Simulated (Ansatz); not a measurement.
# Al(111) with 4 thermally displaced layers, 2x2: scattering by thermal displacements, part 2 of 2

Wanted: the phonon-limited resistivity of Al at 500 K by the Landauer route.

Ansatz 0.2.0; Ansatz plane-wave DFT, PBE, PAW files; ballistic transport by layer matching (Landauer), zero bias; PAW set soft_1.

So far. Step 3 (With 8 displaced layers): Over the solved energies the transmission per spin lies between 4.43 and 4.62, out of 5.45 channels of the lead on average (up to 5.57).

**4. With 12 displaced layers**

Each atom of 12 layers is moved at random, by amounts drawn from a normal law 0.1226 Å wide in each direction from the Debye model (428 K) at 500 K. A fresh draw is used; the growth of the resistance with length is what counts.

System of this step: Al(111) with 12 thermally displaced layers, 2x2. The cell holds 72 atoms: 72 Al. Its edges and angles: a = 5.725 Å, b = 5.725 Å, c = 42.068 Å, α = 90.0°, β = 90.0°, γ = 120.0°. It derives from Al. Regions: lead, 24 atoms (24 Al); scattering region, 48 atoms (48 Al). The structure is stacked along c, and the current runs across the ab planes.

Input file input.yaml:

```yaml
crystal:
  lattice:
    - [5.7246940741, 0.0, 0.0]
    - [-2.862347037, 4.957730497, 0.0]
    - [0.0, 0.0, 42.0677382451]
  atoms:
    - { symbol: Al, position: [0.0, 0.0, 0.0277777778] }
    - { symbol: Al, position: [0.0, 0.5, 0.0277777778] }
    - { symbol: Al, position: [0.5, 0.0, 0.0277777778] }
    - { symbol: Al, position: [0.5, 0.5, 0.0277777778] }
    - { symbol: Al, position: [0.1666666667, 0.3333333333, 0.0833333333] }
    - { symbol: Al, position: [0.1666666667, 0.8333333333, 0.0833333333] }
    - { symbol: Al, position: [0.6666666667, 0.3333333333, 0.0833333333] }
    - { symbol: Al, position: [0.6666666667, 0.8333333333, 0.0833333333] }
    - { symbol: Al, position: [0.3333333333, 0.1666666667, 0.1388888889] }
    - { symbol: Al, position: [0.3333333333, 0.6666666667, 0.1388888889] }
    - { symbol: Al, position: [0.8333333333, 0.1666666667, 0.1388888889] }
    - { symbol: Al, position: [0.8333333333, 0.6666666667, 0.1388888889] }
    - { symbol: Al, position: [0.9871363675, 0.9977117418, 0.1951774449] }
    - { symbol: Al, position: [0.968968917, 0.452447573, 0.1942338685] }
    - { symbol: Al, position: [0.5182279658, 0.0268076653, 0.1961278879] }
    - { symbol: Al, position: [0.4772771636, 0.4821086248, 0.200301753] }
    - { symbol: Al, position: [0.2055006525, 0.3786055609, 0.2562035358] }
    - { symbol: Al, position: [0.1539152108, 0.8428569875, 0.2513347403] }
    - { symbol: Al, position: [0.6853444414, 0.3467288708, 0.2505886292] }
    - { symbol: Al, position: [0.6518238684, 0.7961923264, 0.2495181503] }
    - { symbol: Al, position: [0.3188869271, 0.1697834784, 0.3041934914] }
    - { symbol: Al, position: [0.3566979949, 0.6869137867, 0.3064548437] }
    - { symbol: Al, position: [0.84125056, 0.1689642598, 0.3042510227] }
    - { symbol: Al, position: [0.8236856862, 0.6544145571, 0.3066858466] }
    - { symbol: Al, position: [0.0074867417, 0.0143692122, 0.3572404691] }
    - { symbol: Al, position: [0.009578573, 0.4811465508, 0.3589719871] }
    - { symbol: Al, position: [0.4888099164, 0.9860734298, 0.3619592222] }
    - { symbol: Al, position: [0.4744899967, 0.4735630784, 0.3586471033] }
    - { symbol: Al, position: [0.1953002225, 0.3344273759, 0.4132653966] }
    - { symbol: Al, position: [0.1476149197, 0.7948711577, 0.4218800639] }
    - { symbol: Al, position: [0.6399483655, 0.345167848, 0.4182503667] }
    - { symbol: Al, position: [0.6393366863, 0.8407560107, 0.4195716461] }
    - { symbol: Al, position: [0.3465691333, 0.1731188514, 0.4749871476] }
    - { symbol: Al, position: [0.3409360563, 0.6749829225, 0.4718530839] }
    - { symbol: Al, position: [0.8352235755, 0.1433961465, 0.4745288011] }
    - { symbol: Al, position: [0.8090358055, 0.6397062899, 0.473286272] }
    - { symbol: Al, position: [0.0481283599, 0.0237721787, 0.5262755775] }
    - { symbol: Al, position: [0.0093299412, 0.4887721899, 0.5274164821] }
    - { symbol: Al, position: [0.4732763916, 0.9427195865, 0.5283359933] }
    - { symbol: Al, position: [0.4693387807, 0.4827606737, 0.5234825573] }
    - { symbol: Al, position: [0.1225421563, 0.3100163343, 0.5857384781] }
    - { symbol: Al, position: [0.2020212378, 0.8327102765, 0.5865139582] }
    - { symbol: Al, position: [0.6373839699, 0.2860703724, 0.5837700731] }
    - { symbol: Al, position: [0.6709093796, 0.8227381579, 0.5842137784] }
    - { symbol: Al, position: [0.3349189509, 0.1453236865, 0.6345865494] }
    - { symbol: Al, position: [0.3259881397, 0.6614493613, 0.6378615041] }
    - { symbol: Al, position: [0.8757958303, 0.2093223124, 0.6376751054] }
    - { symbol: Al, position: [0.8599245451, 0.6899259881, 0.6409664689] }
    - { symbol: Al, position: [0.0176133106, 0.9903780941, 0.6965996615] }
    - { symbol: Al, position: [0.0532725798, 0.5198661892, 0.6926385591] }
    - { symbol: Al, position: [0.5286124096, 0.0312053757, 0.6955193819] }
    - { symbol: Al, position: [0.5070109611, 0.538144139, 0.6908036008] }
    - { symbol: Al, position: [0.177243909, 0.3329334817, 0.7465225917] }
    - { symbol: Al, position: [0.1970720686, 0.8419329314, 0.7466008627] }
    - { symbol: Al, position: [0.6742138142, 0.3226643981, 0.7444567626] }
    - { symbol: Al, position: [0.6551762246, 0.8398481863, 0.751851941] }
    - { symbol: Al, position: [0.3374359234, 0.167783122, 0.8069247388] }
    - { symbol: Al, position: [0.3433636708, 0.6957603644, 0.8059885811] }
    - { symbol: Al, position: [0.8463096484, 0.1800349328, 0.8024757924] }
    - { symbol: Al, position: [0.8370432582, 0.704452337, 0.8065323828] }
    - { symbol: Al, position: [0.0, 0.0, 0.8611111111] }
    - { symbol: Al, position: [0.0, 0.5, 0.8611111111] }
    - { symbol: Al, position: [0.5, 0.0, 0.8611111111] }
    - { symbol: Al, position: [0.5, 0.5, 0.8611111111] }
    - { symbol: Al, position: [0.1666666667, 0.3333333333, 0.9166666667] }
    - { symbol: Al, position: [0.1666666667, 0.8333333333, 0.9166666667] }
    - { symbol: Al, position: [0.6666666667, 0.3333333333, 0.9166666667] }
    - { symbol: Al, position: [0.6666666667, 0.8333333333, 0.9166666667] }
    - { symbol: Al, position: [0.3333333333, 0.1666666667, 0.9722222222] }
    - { symbol: Al, position: [0.3333333333, 0.6666666667, 0.9722222222] }
    - { symbol: Al, position: [0.8333333333, 0.1666666667, 0.9722222222] }
    - { symbol: Al, position: [0.8333333333, 0.6666666667, 0.9722222222] }
kpoints:
  mp_grid: { grid: [5, 5, 1] }
hamiltonian:
  xc: pbe
  pseudopotentials: { kind: paw, azcp: { folder: soft_1 } }
scf:
  occupations: { method: fermi_dirac, width: 0.1 }
output:
  transmission:
    leads: [[0, 4]]
    kmesh: [10, 10]
    e_range: [-0.05, 0.05]
    de: 0.05
  write_potential: true
  write_density: true
  volumetric_format: npy
```

Started as:

```console
$ ansatz run input.yaml --threads 4 --pin off --max-ram 15360MiB --backend cpu --events-out ev --progress --plain --runs-dir out
```

Numbers of over 12 decimals in the logs are rounded to 6 here.

Output:

```text
[...]
Crystal: 72 atoms, lattice volume = 1193.945 Å³
Basis set: ecut = 420 eV, 23469 PW (Γ)
Bands: 180, of which v1, the nominal top of the filled ones, is band 108 counted from 1 (107 counted from 0)
Symmetry: 1 space group operations
[...]
k-points: 13 of 25 (time reversal used)
[...]
SCF iter   1: F=—  HF=-38699.705030 eV  |F-HF|=—  |Δ(HF+E_count)|=         —  Δρ=2.47e-2  dr2=2.10e1  ethr=3.10e-3  ⟨swp⟩=6.4  Hψ=10806  notcnv=0  defer=112
[...]
SCF iter   8: F=-38696.036429 eV  HF=-38696.036429 eV  |F-HF|=2.62e-9  |Δ(HF+E_count)|=  5.82e-11  Δρ=4.69e-7  dr2=4.94e-9  ethr=4.63e-11  ⟨swp⟩=13.5  Hψ=9908  notcnv=0
SCF 1 converged in 8 iterations: F = -38696.036429 eV  dr2 = 4.94e-9
[...]
transmission: 273 of 2704 steps passed
transmission: 549 of 2704 steps passed
[...]
transmission: 2704 of 2704 steps passed
SCF converged after 8 iterations
Free energy (F): -38696.036429 eV
[...]
Internal energy: -38694.860563 eV  (E = F + TS)
E sigma→0 (E₀):  -38695.448496 eV
Entropy (-TS):   -1.175867 eV (-16.331 meV/atom)
Fermi energy:    7.932756 eV
[...]
--- Band table (eV; the first three rows and the last of 13) ---
  k-point 0: bands = [... 104 lower, 6.6146, 6.6521, 6.6978, 6.7998, 6.8238, 6.8457, 6.8900, 6.9051, ... 68 higher]
  k-point 1: bands = [... 104 lower, 6.9228, 6.9759, 7.0853, 7.1336, 7.1842, 7.2030, 7.3006, 7.4514, ... 68 higher]
  k-point 2: bands = [... 104 lower, 7.9584, 8.0152, 8.0452, 8.0827, 8.0965, 8.1141, 8.1371, 8.1618, ... 68 higher]
  k-point 12: bands = [... 104 lower, 7.7246, 7.8222, 7.8778, 7.9284, 7.9497, 7.9831, 8.0022, 8.0419, ... 68 higher]
--- Transmission ---
  basis      : 253 plane waves across, 52 finite elements along
  points     : 52, standing for a mesh of 10 x 10
[...]
channels       : 5.590000e0 a spin
[...]
junction   : crystal 0 to crystal 0, 0.70 to 40.43 Å
    transmission   : 4.304988e0 a spin
[...]
```

Run time: 16 min. Hardware: 4 threads of Arm Neoverse V1, shared host; peak memory 4.9 GiB; 52 min of CPU time.

Numbers from this step:

```
free energy                                    : -38696.0364 eV
energy at zero smearing                        : -38695.4485 eV
Fermi energy                                   : 7.933 eV
transmission per spin nearest the Fermi level  : 4.305
open channels per spin nearest the Fermi level : 5.59
step of the lead's potential                   : 4.9 meV
```

Per spin. The transmission, zone mean by energy, zero at the Fermi level:

```tsv
energy (eV)	transmission, zone mean
-0.0500	4.12
0.0000	4.30
0.0500	4.33
```

Over the solved energies the transmission per spin lies between 4.12 and 4.33, out of 5.49 channels of the lead on average (up to 5.59).

**5. Resistance against length**

This step: Ansatz plane-wave DFT, PBE, PAW files; ballistic transport by layer matching (Landauer), zero bias; resistivity from the slope of the area resistance; PAW set soft_1 (Ansatz 0.2.0).

Numbers from this step:

| Item | Value |
| --- | --- |
| resistivity | 7.272 µΩ cm |
| intercept | -0.007875 fΩ m² |
| scatter about the fit | 0.003162 fΩ m² |

Resistance, by row:

```tsv
run	length (Å)	T	channels N	RA (fΩ m²)
n4	9.348	5.001	5.43	0.05787
n8	18.7	4.552	5.45	0.1326
n12	28.05	4.254	5.49	0.1938
```

Table of area resistance by length of the displaced region:

```tsv
length of the displaced region (Å)	area resistance (fΩ m²)
9.35	0.0579
18.70	0.133
28.05	0.194
```

The area resistance goes from 0.058 to 0.19 fΩ m² between 9.3 and 28.0 Å, a slope of 7.3 µΩ cm.

By hand from the end points: (0.1938 − 0.05787) fΩ m² / (28.05 − 9.35) Å = 7.3 µΩ cm, since 1 fΩ m² per Å is 1000 µΩ cm.

**6. Summary of results**

```yaml
resistivity_from_the_slope: 7.27 µΩ cm
area_resistance_over_9p35_a: 0.0579 fΩ m²
area_resistance_over_18p7_a: 0.133 fΩ m²
area_resistance_over_28p0_a: 0.194 fΩ m²
```

In words: The slope gives 7.3 µΩ cm. The points scatter by 0.0032 fΩ m² about the line, with one random draw a length in a 2x2 cell, so the slope is a rough value. The mean square of the displacements drawn is 0.75, 0.94 and 0.81 of the nominal one at the three lengths; with each resistance scaled back by that, the slope is 8.7 µΩ cm, the value used below. The lead's own channel count moves between the runs (5.43, 5.45 and 5.49), which shifts RA and the slope too. Read with a model of isotropic scattering on a spherical Fermi surface and the lead's 1.5×10¹⁵ S/m², this slope means a mean free path near 64 Å; over these lengths the model's slope is 1.09 times its bulk resistivity, which would be 8.0 µΩ cm. Uncorrelated displacements put too much weight on short waves, which scatter strongly; with the sideways repeat of a small cell, one draw and three short lengths, the method is good to a factor of two or three. The measured value is 4.99 µΩ cm (CRC Handbook of Chemistry and Physics, 84th ed., 2003, Electrical Resistivity of Pure Metals); the scaled slope is 1.7 times that and the corrected value 1.6: clearly high.

[Logs are printed without paths, hosts, clocks, repeated set-up lines and the standing remarks that a program may print on its own settings, such as how far it seeks lower states.]

[Hosts, paths, dates, database ids (printed as entryN), source tags and the programs' standing remarks are cut or masked in the printed files.]
